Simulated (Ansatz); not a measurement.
## CeO2 (Fm-3m): thermal expansion from first principles

Aim: the lattice, expansion, heat capacity and bulk modulus of CeO2 as it warms.

Program: Ansatz 0.2.0. Level of theory: DFT PBE, scalar-relativistic, plane waves, PAW. Results are calculated unless marked as measured.

This is a report of a sequence of runs, with most program output left out.

## Step 1: The starting structure

It takes space group Fm-3m (No. 225, cubic). The conventional cell has a = 5.407 Å, b = 5.407 Å, c = 5.407 Å, α = 90.00°, β = 90.00°, γ = 90.00°. Nearest to Ce lie 8 O at 2.34 Å. Nearest to O lie 4 Ce at 2.34 Å. Farther neighbours and most contacts between anions are not listed.

## Step 2: Probe on a coarse mesh

Before spending time, one coarse run tells the gap and the pressure of the starting cell.

input.yaml reads:

```yaml
crystal:
  lattice:
    - [0.0, 2.70365, 2.70365]
    - [2.70365, 0.0, 2.70365]
    - [2.70365, 2.70365, 0.0]
  atoms:
    - { symbol: Ce, position: [0.0, 0.0, 0.0] }
    - { symbol: O, position: [0.25, 0.25, 0.25] }
    - { symbol: O, position: [0.75, 0.75, 0.75] }
kpoints:
  mp_grid: { grid: [6, 6, 6] }
hamiltonian:
  xc: pbe
scf:
  occupations: { method: gaussian, width: 0.1 }
output:
  forces: true
  stress: true
  eigenvalues: true
```

Started as:

```sh
$ ansatz run input.yaml --threads 4 --pin off --max-ram 8192MiB --backend cpu --events-out ev --progress --plain --runs-dir out
```

It took 0.97 s on 4 threads of Arm Neoverse V1, shared host; peak memory 0.3 GiB.

Numbers from this step:

* pressure: 5.868 GPa
* gap on the k-mesh: 2.107 eV
* volume per atom: 13.18 Å³

The start is under 5.9 GPa at this level and looks like an insulator or semiconductor on this mesh.

## Step 3: Relaxation

The vibrations must be taken about the equilibrium of this functional, not about the starting cell, so the structure is relaxed.

input.yaml, the sections that differ from step 2:

```yaml
kpoints:
  mp_grid: { grid: [10, 10, 10] }
scf:
  occupations: { method: gaussian, width: 0.02 }
relax:
  adjacent_minimum: "off"
  f_tol: 0.005
  max_steps: 80
  cell: { stress_tol: 0.05 }
# crystal, hamiltonian, output: as in step 2
```

Wall time 5.7 s (4 threads); peak memory 0.37 GiB.

The steps of the relaxation:

```csv
step,energy less that of the first step (eV),largest force component (eV/Å),pressure (GPa),volume (Å³)
1,0.0000,0.0000,5.87,39.53
2,-0.0035,0.0000,-3.75,41.62
3,-0.0170,0.0000,-0.18,40.78
4,-0.0172,0.0000,0.01,40.74
5*,-0.0224,0.0000,0.22,40.74
6,-0.0223,0.0000,0.01,40.79
7*,-0.0225,0.0000,0.01,40.79
```

Relaxation steps marked * repeat the geometry before them on a plane-wave basis chosen anew for their cell, so energy and pressure can jump there.

The run keeps the 48 symmetry operations that it works with, so distortions that break them were not tested.

```csv
"conventional cell, symmetrised",before,after,change
a (Å),5.407,5.464,+1.1 %
b (Å),5.407,5.464,+1.1 %
c (Å),5.407,5.464,+1.1 %
volume (Å³/atom),13.18,13.60,+3.2 %
```

The relaxed structure:

```xyz
3
Lattice="0.0000 2.7321 2.7321 2.7321 0.0000 2.7321 2.7321 2.7321 0.0000" Properties=species:S:1:pos:R:3 pbc="T T T"
Ce    0.0000    0.0000    0.0000
O     1.3660    1.3660    1.3660
O     4.0981    4.0981    4.0981
```

This step gave:

```yaml
pressure: 0.01262 GPa
gap_on_the_k_mesh: 1.920 eV
volume_per_atom: 13.60 Å³
```

The relaxation ends with a pressure of 0.01 GPa.

## Step 4: Relaxing to small residual forces and stress

The thresholds are tightened for a last relaxation ahead of the phonons, and where mesh or smearing change with them the cell follows.

input.yaml reads:

```yaml
crystal:
  lattice:
    - [0.0, 2.7320622393, 2.7320622393]
    - [2.7320622393, 0.0, 2.7320622393]
    - [2.7320622393, 2.7320622393, 0.0]
  atoms:
    - { symbol: Ce, position: [0.0, 0.0, 0.0] }
    - { symbol: O, position: [0.25, 0.25, 0.25] }
    - { symbol: O, position: [0.75, 0.75, 0.75] }
kpoints:
  mp_grid: { grid: [12, 12, 12] }
hamiltonian:
  xc: pbe
scf:
  occupations: { method: fixed }
output:
  forces: true
  stress: true
  eigenvalues: true
relax:
  adjacent_minimum: "off"
  f_tol: 0.001
  max_steps: 60
  cell: { stress_tol: 0.01 }
```

It took 3.8 s on 4 threads; peak memory 0.38 GiB; 14 s of CPU time.

Little changed from the start: no atom moved by 0.005 Å and no cell edge by 0.1 %.

This step gave:

- pressure: 2.80e-4 GPa
- gap on the k-mesh: 1.899 eV

The residual pressure is 2.8e-4 GPa, small enough for phonons.

## Step 5: Phonons on strained cells

Thermal expansion follows from how the free energy of the vibrations (and of the electrons in a metal) changes with strain, so the program makes strained cells, their phonons and a fit in one run.

input.yaml reads:

```yaml
crystal:
  lattice:
    - [0.0, 2.7321247455, 2.7321247455]
    - [2.7321247455, 0.0, 2.7321247455]
    - [2.7321247455, 2.7321247455, 0.0]
  atoms:
    - { symbol: Ce, position: [0.0, 0.0, 0.0] }
    - { symbol: O, position: [0.25, 0.25, 0.25] }
    - { symbol: O, position: [0.75, 0.75, 0.75] }
kpoints:
  mp_grid: { grid: [12, 12, 12] }
hamiltonian:
  xc: pbe
scf:
  occupations: { method: fixed }
output:
  eigenvalues: true
phonons:
  method: dfpt
  qmesh: [2, 2, 2]
  temperatures: { t_max: 1200.0, t_step: 50 }
  thermal_expansion: {}
```

The job ended after 10 min (4 threads; peak memory 1.4 GiB).

This step gave:

- pressure: -0.01117 GPa
- volume expansion coefficient at 298 K: 40.39 1e-6/K
- C_P at 298 K: 21.75 J/mol-atom/K
- entropy at 298 K: 23.25 J/mol-atom/K
- isothermal bulk modulus at 298 K: 157.8 GPa
- Grüneisen parameter at 298 K: 2.509
- volume at 298 K: 13.79 Å³/atom
- principal linear expansion coefficients at 298 K: 13.46, 13.46, 13.46 1e-6/K

Strained cells of the study; zero-point energy where phonons were solved; the pressures are stresses at a fixed cutoff and can carry an offset from the finite basis. Expansion cells, by row:

```csv
cell,|a| (Å),|b| (Å),|c| (Å),V (Å³/atom),E - E_lowest (meV/atom),"pressure, compression positive (GPa)",gap (eV),zero-point energy (meV/atom)
1,3.864,3.864,3.864,13.6,0,-0.025,1.899,-
2,3.895,3.895,3.895,13.92,4.155,-3.962,1.829,-
3,3.833,3.833,3.833,13.27,4.274,4.356,1.969,-
4,3.864,3.864,3.864,13.6,0,-0.054,1.898,52.89
5,3.883,3.883,3.883,13.8,1.682,-2.567,1.855,51.31
6,3.912,3.912,3.912,14.11,9.967,-5.982,1.79,48.96
7,3.936,3.936,3.936,14.38,21.99,-8.582,1.737,46.96
8,3.961,3.961,3.961,14.65,38.42,-10.96,1.685,44.9
9,3.826,3.826,3.826,13.2,6.662,5.5,1.986,-
10,3.845,3.845,3.845,13.4,1.619,2.632,1.942,-
11,3.992,3.992,3.992,15,65.75,-13.71,1.619,-
12,3.991,3.991,3.991,14.99,64.75,-13.63,1.621,42.2
```

Quasi-harmonic; a, b, c are the run's own cell vectors. Expansion, by row:

```csv
T (K),a (Å),b (Å),c (Å),alpha (deg),beta (deg),gamma (deg),cell volume (Å³/cell),alpha_a (1e-6/K),alpha_b (1e-6/K),alpha_c (1e-6/K),alpha_V (1e-6/K),C_P (J/mol-atom/K),C_V (J/mol-atom/K),S (J/mol-atom/K),B_T (GPa),B_S (GPa),Grueneisen,extrapolation,fit error (1e-6/K)
0,3.873,3.873,3.873,60,60,60,41.08,0,0,0,0,0,0,0,169.3,169.3,-,0,0
50,3.873,3.873,3.873,60,60,60,41.08,2.32,2.32,2.32,6.97,3.321,3.318,1.279,169.2,169.4,2.933,0,0.23
100,3.874,3.874,3.874,60,60,60,41.11,6.59,6.59,6.59,19.77,9.731,9.677,5.598,168,168.9,2.833,0,0.11
150,3.876,3.876,3.876,60,60,60,41.16,9.43,9.43,9.43,28.29,14.69,14.53,10.54,166,167.9,2.672,0,0.21
200,3.878,3.878,3.878,60,60,60,41.23,11.26,11.26,11.26,33.78,18.05,17.74,15.26,163.6,166.4,2.577,0,0.46
250,3.88,3.88,3.88,60,60,60,41.3,12.53,12.53,12.53,37.58,20.28,19.81,19.54,160.8,164.6,2.529,0,0.67
298.1,3.882,3.882,3.882,60,60,60,41.38,13.46,13.46,13.46,40.39,21.75,21.11,23.25,157.8,162.6,2.509,0,0.83
300,3.882,3.882,3.882,60,60,60,41.38,13.5,13.5,13.5,40.49,21.8,21.15,23.38,157.7,162.5,2.509,0,0.83
350,3.885,3.885,3.885,60,60,60,41.47,14.32,14.32,14.32,42.97,22.89,22.05,26.83,154.4,160.2,2.504,0,0.93
400,3.888,3.888,3.888,60,60,60,41.56,15.09,15.09,15.09,45.28,23.71,22.68,29.94,150.7,157.6,2.51,0,0.94
450,3.891,3.891,3.891,60,60,60,41.66,15.86,15.86,15.86,47.58,24.39,23.14,32.77,146.8,154.7,2.523,0,0.87
500,3.894,3.894,3.894,60,60,60,41.76,16.66,16.66,16.66,49.99,24.96,23.47,35.37,142.5,151.5,2.544,0,0.76
550,3.898,3.898,3.898,60,60,60,41.86,17.54,17.54,17.54,52.63,25.49,23.72,37.78,137.8,148.1,2.569,0,0.55
600,3.901,3.901,3.901,60,60,60,41.98,18.54,18.54,18.54,55.61,26,23.92,40.02,132.8,144.3,2.601,0,0.3
650,3.905,3.905,3.905,60,60,60,42.1,19.68,19.68,19.68,59.04,26.51,24.07,42.12,127.3,140.2,2.639,0,1.01
700,3.909,3.909,3.909,60,60,60,42.23,21.03,21.03,21.03,63.09,27.07,24.2,44.1,121.4,135.8,2.683,0,2
750,3.913,3.913,3.913,60,60,60,42.37,22.66,22.66,22.66,67.98,27.69,24.3,45.99,114.9,130.9,2.734,0,3.41
800,3.918,3.918,3.918,60,60,60,42.52,24.68,24.68,24.68,74.05,28.42,24.38,47.8,107.8,125.7,2.795,0,5.33
850,3.923,3.923,3.923,60,60,60,42.68,27.28,27.28,27.28,81.84,29.33,24.45,49.55,99.97,119.9,2.867,0,7.79
900,3.928,3.928,3.928,60,60,60,42.87,30.75,30.75,30.75,92.25,30.52,24.51,51.26,91.21,113.6,2.954,0,10.51
950,3.935,3.935,3.935,60,60,60,43.08,35.68,35.68,35.68,107,32.21,24.56,52.95,81.24,106.5,3.061,0,11.45
1000,3.943,3.943,3.943,60,60,60,43.33,43.35,43.35,43.35,130.1,34.85,24.61,54.66,69.6,98.56,3.2,0,4.61
1050,3.952,3.952,3.952,60,60,60,43.66,57.51,57.51,57.51,172.5,39.79,24.64,56.47,55.31,89.3,3.393,0,180.6
1100,3.967,3.967,3.967,60,60,60,44.14,97.12,97.12,97.12,291.4,54.04,24.68,58.57,35.49,77.71,3.712,0.06,12646
```

Table of expansion coefficient by temperature; values in 1e-6/K:

```csv
temperature (K),volume,principal 1
0,0,0
50,6.97,2.32
100,19.8,6.59
150,28.3,9.43
200,33.8,11.3
250,37.6,12.5
298,40.4,13.5
300,40.5,13.5
350,43.0,14.3
400,45.3,15.1
450,47.6,15.9
500,50.0,16.7
550,52.6,17.5
600,55.6,18.5
650,59.0,19.7
700,63.1,21.0
750,68.0,22.7
800,74.0,24.7
850,81.8,27.3
900,92.2,30.8
950,107,35.7
1000,130,43.4
1050,173,57.5
1100,291,97.1
```

At 298 K the volume expansion is 40.4 × 10⁻⁶/K and B_T is 158 GPa. The log warns that this q-mesh is too narrow, so the figure can be far off. The program raised the cutoff to 487.2 eV by itself: with no cutoff typed, the study takes about 1.16 times the default for its relaxations and scales it with the volume for the phonons.

## Step 6: The quasi-harmonic study, q-mesh 4×4×4

Changes to input.yaml since step 5:

```diff
@@ -19,3 +19,3 @@
   method: dfpt
-  qmesh: [2, 2, 2]
+  qmesh: [4, 4, 4]
   temperatures: { t_max: 1200.0, t_step: 50 }
```

Run time: 62 min. Hardware: 4 threads; peak memory 3.7 GiB.

The run was cut off at its time limit.

The program's message: “Warning: rende”

## Step 7: Outcome

```json
{"settings of these figures": "PBE, 487.2 eV, k 12×12×12, q 2×2×2", "volume expansion coefficient at 298 K": "40.39 1e-6/K", "C_P at 298 K": "21.75 J/mol-atom/K", "entropy at 298 K": "23.25 J/mol-atom/K", "isothermal bulk modulus at 298 K": "157.8 GPa", "Grüneisen parameter at 298 K": "2.509", "volume at 298 K": "13.79 Å³/atom", "principal linear expansion coefficients at 298 K": "13.46, 13.46, 13.46 1e-6/K"}
```

**Reading.** Near room temperature CeO2 expands by 40.4 × 10⁻⁶/K in volume by PBE, with C_P = 21.7 J/(mol K) per mole of atoms and B_T = 158 GPa. At some temperatures (first at 750 K) the program's own estimate of the fit error is large against the linear coefficients, so those rows are unreliable. The q-mesh is coarse, and the expansion can converge slowly with it. Between 298.15 and 1100 K the bulk modulus falls by 78 % and the Grüneisen parameter grows; in this range the quasi-harmonic approximation, which lacks anharmonicity at fixed volume, tends to overshoot. C_P at room temperature is 87 % of the classical 3R an atom; C_V is 85 %, and the rest is expansion work. Above 1100 K the study finds no volume of rest, and gives nothing there: the quasi-harmonic free energy has lost its minimum, and the figures just below are already near that breakdown. The program warned that the q-mesh is narrow for a crystal with a gap, so the expansion can be far off. The interpolation has no quadrupole term, so branches near the zone centre are less sure, since this crystal has sites that are not centres of inversion.

[Logs are printed without paths, hosts, clocks, repeated set-up lines and the standing remarks that a program may print on its own settings, such as how far it seeks lower states.]

[Hosts, paths, dates, database ids (printed as entryN), source tags and the programs' standing remarks are cut or masked in the printed files.]

[A step with changed settings may run another functional than the one named; its input shows which.]
